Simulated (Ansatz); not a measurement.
Computed results, one entry a study.

### RbSb4F13 (I4/m): band gap by G0W0 on HSE06

Symmetry: I4/m, No. 87, tetragonal system. The conventional cell has a = 9.635 Å, b = 9.635 Å, c = 6.563 Å, α = 90.00°, β = 90.00°, γ = 90.00°. Nearest to Rb lie 10 F at 2.92 to 3.28 Å. Nearest to Sb lie 3 F at 1.97 to 2.00 Å. Nearest to F lie 4 Sb at 2.67 Å and 8 F at 2.71 Å and 2 Rb at 3.28 Å. Nearest to F lie 1 Sb at 2.00 Å. F has 2 Sb at 1.97 to 2.90 Å and 1 Rb at 2.92 Å nearest. Farther neighbours and most contacts between anions are not listed.

| Quantity | Value |
| --- | --- |
| method | G0W0 on HSE06, plane waves, PAW; PAW set soft_1 (and 1 further level or step) |
| program | Ansatz 0.2.0 |
| settings of one run | cutoff 420 eV, 4×4×4 k-mesh, PAW set soft 1, empty bands 1025, screening cutoff 130 eV, screening contour deformation, QP bands (v4, c4) |
| cost | 2 runs, 12 min in all on 1 × NVIDIA H100 80GB HBM3 (shared by 6 runs) with 2 threads of AMD EPYC 7R13 (Zen 3), shared host (the runs of this entry) |
| notes | In doubt: masses and optical values from hybrid runs of this build are listed as unsure (in some of the runs), which bears on the screening that GW takes from such a start. Geometry: measured cell, ions relaxed with PBE. Limits: no spin-orbit coupling. |
| HSE06 gap over mesh and listed points | 6.042 eV, from k = (-0.750, 0.250, 0.250) to k = (-0.293, -0.293, 0.293) |
| G0W0@HSE06 gap over all 14 irreducible mesh points | 8.056 eV, from k = (0.250, 0.250, 0.250) to k = (0.250, 0.250, -0.250) |
| GW settings | 4×4×4 mesh, 1025 empty bands, screening to 130 eV, PAW set soft_1 files |
| known limits | finite bands, screening cutoff and k mesh; no spin-orbit coupling in G0W0 |

Over all 14 irreducible mesh points the G0W0 gap is 8.056 eV, from k = (0.250, 0.250, 0.250) to k = (0.250, 0.250, -0.250). The HSE06 gap of this run on the mesh is 6.061 eV. The two states that bound the G0W0 gap lie that far apart at the start, so the correction of the gap is 8.056 − 6.061 = +1.995 eV. The valence state moves by 0.953 − 1.906 = −0.953 eV and the conduction state by 9.009 − 7.967 = +1.042 eV, on the run's own scale; how far single levels stand from their limit in bands is not shown.

[Runs of the session that timed out or met a known fault of the program may be left out.]

[Cells called generated may have been cut or substituted from an entry of the Crystallography Open Database or the Materials Project.]

[Hosts, paths, dates, database ids (printed as entryN), source tags and the programs' standing remarks are cut or masked in the printed files.]
